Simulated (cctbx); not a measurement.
# Diagnosing a refinement

Cell a = 5.3480 Å, b = 5.3480 Å, c = 5.3480 Å, α = 90.00°, β = 90.00°, γ = 90.00°; space group Pm-3m (no. 221). The compound is MgTlBr3.

Simulated single-crystal data (cctbx): synchrotron X-rays, λ = 0.6889 Å, to d = 0.75 Å, 50 % of the full sphere, strongest reflection 70000 counts, noise from counting, a 1.5 % proportional error and a noise floor of 4 counts (s.d.); no absorption.

An anisotropic refinement with weights 1/σ² prints:

```text
Rint 0.015, 60 unique reflections to 0.76 A
cycle     R1     wR2    GooF  max shift (A)
   1  0.0188  0.0462   6.690   0.00000
   2  0.0051  0.0098   1.412   0.00000
final R1 0.0051 wR2 0.0098 GooF 1.412  parameters 4  data/parameter 15.0
atom        x        y        z      Ueq    occ   su(xyz)  su(Uiso or U11)
Tl1    0.00000  0.00000  0.00000   0.0037  1.000  0.00000  0.0001
Se1    0.50000  0.50000  0.00000   0.0044  1.000  0.00000  0.0001
Mg1    0.50000  0.50000  0.50000   0.0054  1.000  0.00000  0.0003
difference map: max 0.45 min -0.17 rms 0.08
Q1    0.0000  0.5000  0.5000    3    0.46  0.00 A from Se1
Q2    0.0000  0.0000  0.1071    6    0.21  0.57 A from Tl1
Q3    0.2596  0.2596  0.2596    8    0.15  2.23 A from Mg1
Q4    0.0000  0.0000  0.3425    6    0.12  1.83 A from Tl1
Q5    0.3100  0.5000  0.5000    6    0.12  1.02 A from Mg1
Q6    0.0898  0.1899  0.5000   24    0.05  1.73 A from Se1
```

**Question.** Can this result stand? If not, what is the likely fault?

Mend it. The fault: wrong element: Se1 is Br. Against the right model at the same level, R1 goes from 0.0028 to 0.0051 and GooF from 1.01 to 1.41 and the top difference peak, 0.5 e/Å³, lies on Se1. Se1 has 1 electron too few and its U shrinks to make up, as expected (near an absorption edge f′ can widen the mismatch well beyond the difference in Z).

The compound is MgTlBr3. The right model at the same level gives:

```text
Rint 0.015, 60 unique reflections to 0.76 A
cycle     R1     wR2    GooF  max shift (A)
   1  0.0090  0.0356   5.151   0.00000
   2  0.0028  0.0070   1.015   0.00000
final R1 0.0028 wR2 0.0070 GooF 1.015  parameters 4  data/parameter 15.0
atom        x        y        z      Ueq    occ   su(xyz)  su(Uiso or U11)
Tl1    0.00000  0.00000  0.00000   0.0039  1.000  0.00000  0.0001
Br1    0.50000  0.50000  0.00000   0.0059  1.000  0.00000  0.0001
Mg1    0.50000  0.50000  0.50000   0.0056  1.000  0.00000  0.0002
difference map: max 0.15 min -0.15 rms 0.04
Q1    0.2575  0.2575  0.2575    8    0.16  2.25 A from Mg1
Q2    0.0000  0.0000  0.3441    6    0.15  1.84 A from Tl1
Q3    0.3206  0.5000  0.5000    6    0.15  0.96 A from Mg1
Q4    0.0000  0.0000  0.1416    6    0.13  0.76 A from Tl1
Q5    0.1042  0.3669  0.3669   24    0.11  1.15 A from Br1
Q6    0.0818  0.1736  0.5000   24    0.08  1.80 A from Br1
```

The model is made up (kin elements in a known structure type, no relaxation), so it says nothing on whether the phase exists.

[Middle refinement cycles are left out of these outputs.]

[Logs are printed without paths, hosts, clocks, repeated set-up lines and the standing remarks that a program may print on its own settings, such as how far it seeks lower states.]
